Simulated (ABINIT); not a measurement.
An input for ABINIT 10.8.3 (GaP (F-43m)):

```
acell 3*1.0 Angstrom
rprim 
  0.000000000000 2.725250000000 2.725250000000
  2.725250000000 0.000000000000 2.725250000000
  2.725250000000 2.725250000000 0.000000000000
ntypat 2
znucl 31 15
natom 2
typat 1 2
xred 
  0.000000000000 0.000000000000 0.000000000000
  0.250000000000 0.250000000000 0.250000000000
pp_dirpath "pseudos"
pseudos "Ga.upf, P.upf"
ecut 45
ngkpt 4 4 4
nshiftk 1
shiftk 0 0 0
kptopt 1
chksymbreak 0
istwfk *1
occopt 1
irdwfk 1
optdriver 3
nband 104
ecuteps 6
inclvkb 2
awtr 1
symchi 1
indata_prefix "in"
outdata_prefix "out"
tmpdata_prefix "tmp"
```

```sh
OMP_NUM_THREADS=1 mpirun -n 4 abinit run.abi > log
```

Q: Estimate wall time and host memory on 4 MPI ranks of Arm Neoverse V2, shared host.

It took 24 s; on shared hardware allow 12 s to 47 s. Peak host memory was 0.88 GiB.

[Paths, hosts, dates, memory and timing lines, banners, echoed tables and standing remarks are left out of the program output.]

[Logs are printed without paths, hosts, clocks, repeated set-up lines and the standing remarks that a program may print on its own settings, such as how far it seeks lower states.]

[Runs of the session that timed out or met a known fault of the program may be left out.]

[Hosts, paths, dates, database ids (printed as entryN), source tags and the programs' standing remarks are cut or masked in the printed files.]

[G0W0 gaps are taken among the corrected bands and points alone; a level outside them can change the order at an edge.]

[Where Ansatz stands beside ABINIT at settings called matched, ABINIT's density can come from a denser mesh and the files from another edition; pairs whose starting gaps differed by over 0.03 eV were left out, so agreement reads better than it is.]
